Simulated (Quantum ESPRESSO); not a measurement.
The In K edge of atom 1 in InHO2 (Pmn2_1), with 3 O at 2.14 Å, 2 O at 2.20 Å and 1 O at 2.22 Å (distorted octahedral, site symmetry m), was computed in 2 ways: full core hole (charged cell) and no core hole. Program and functional: Quantum ESPRESSO XSpectra, LDA, Lorentzian half width 3.96 eV (not a setting of the program: the run's 0.4 eV curve was folded afterwards with a further Lorentzian); cells of 8 and 16 atoms (the run without a hole in the smaller).

Each run is counted from its own lowest empty level or Fermi level and scaled to a mean of 1 over its first 20 eV. (XSpectra's own axis starts at xe0, in the gap; it has been shifted.)

```
E (eV)  run 1  run 2
  -2.0   0.23   0.28
  -1.5   0.24   0.31
  -1.0   0.26   0.34
  -0.5   0.29   0.37
   0.0   0.31   0.40
   0.5   0.34   0.45
   1.0   0.37   0.49
   1.5   0.40   0.55
   2.0   0.44   0.61
   2.5   0.49   0.68
   3.0   0.54   0.75
   3.5   0.59   0.84
   4.0   0.65   0.92
   4.5   0.72   1.01
   5.0   0.78   1.10
   5.5   0.85   1.18
   6.0   0.92   1.25
   6.5   1.00   1.31
   7.0   1.07   1.36
   7.5   1.13   1.39
   8.0   1.20   1.41
   8.5   1.26   1.41
   9.0   1.31   1.40
   9.5   1.35   1.38
  10.0   1.37   1.35
  10.5   1.39   1.31
  11.0   1.39   1.27
  11.5   1.39   1.22
  12.0   1.37   1.17
  12.5   1.34   1.12
  13.0   1.31   1.08
  13.5   1.28   1.03
  14.0   1.24   0.99
  14.5   1.21   0.96
  15.0   1.17   0.92
  15.5   1.14   0.90
  16.0   1.12   0.87
  16.5   1.09   0.85
  17.0   1.07   0.84
  17.5   1.05   0.82
  18.0   1.04   0.81
  18.5   1.02   0.79
  19.0   1.01   0.78
  19.5   1.00   0.77
  20.0   0.99   0.76
  20.5   0.98   0.75
  21.0   0.97   0.74
  21.5   0.96   0.74
  22.0   0.95   0.73
  22.5   0.95   0.72
  23.0   0.94   0.72
  23.5   0.94   0.71
  24.0   0.94   0.71
  24.5   0.93   0.70
  25.0   0.93   0.70
  25.5   0.93   0.70
  26.0   0.93   0.69
  26.5   0.93   0.69
  27.0   0.93   0.68
  27.5   0.92   0.68
  28.0   0.91   0.67
  28.5   0.90   0.66
  29.0   0.89   0.66
  29.5   0.88   0.65
  30.0   0.87   0.65
  30.5   0.87   0.64
  31.0   0.86   0.64
  31.5   0.85   0.64
  32.0   0.85   0.64
```

Q: Which run is which?

Run 1: no core hole (area from −2 to 6 eV 3.9, main maxima 10.9 eV (1.39)). Run 2: full core hole (charged cell) (area from −2 to 6 eV 5.4, main maxima 8.3 eV (1.41)). With each curve scaled to its own mean, the area from −2 to 6 eV with the hole is 5.4 against 3.9, and the centre of weight from −1 to 20 eV moves by -1.1 eV: the hole pulls the absorber's empty states down.

[Banner, clock and machine lines of the logs are left out without a mark of their own.]

[Logs are printed without paths, hosts, clocks, repeated set-up lines and the standing remarks that a program may print on its own settings, such as how far it seeks lower states.]

[Hosts, paths, dates, database ids (printed as entryN), source tags and the programs' standing remarks are cut or masked in the printed files.]

[Lists of maxima count a maximum above −3 eV only where it reaches 4 % of the highest in the window and stands out from its surroundings by 2 % of it (1.5 % where it reaches 55 %); shoulders and weaker maxima are passed over, and of the rest the first, up to two pre-edge ones and the few strongest are named.]
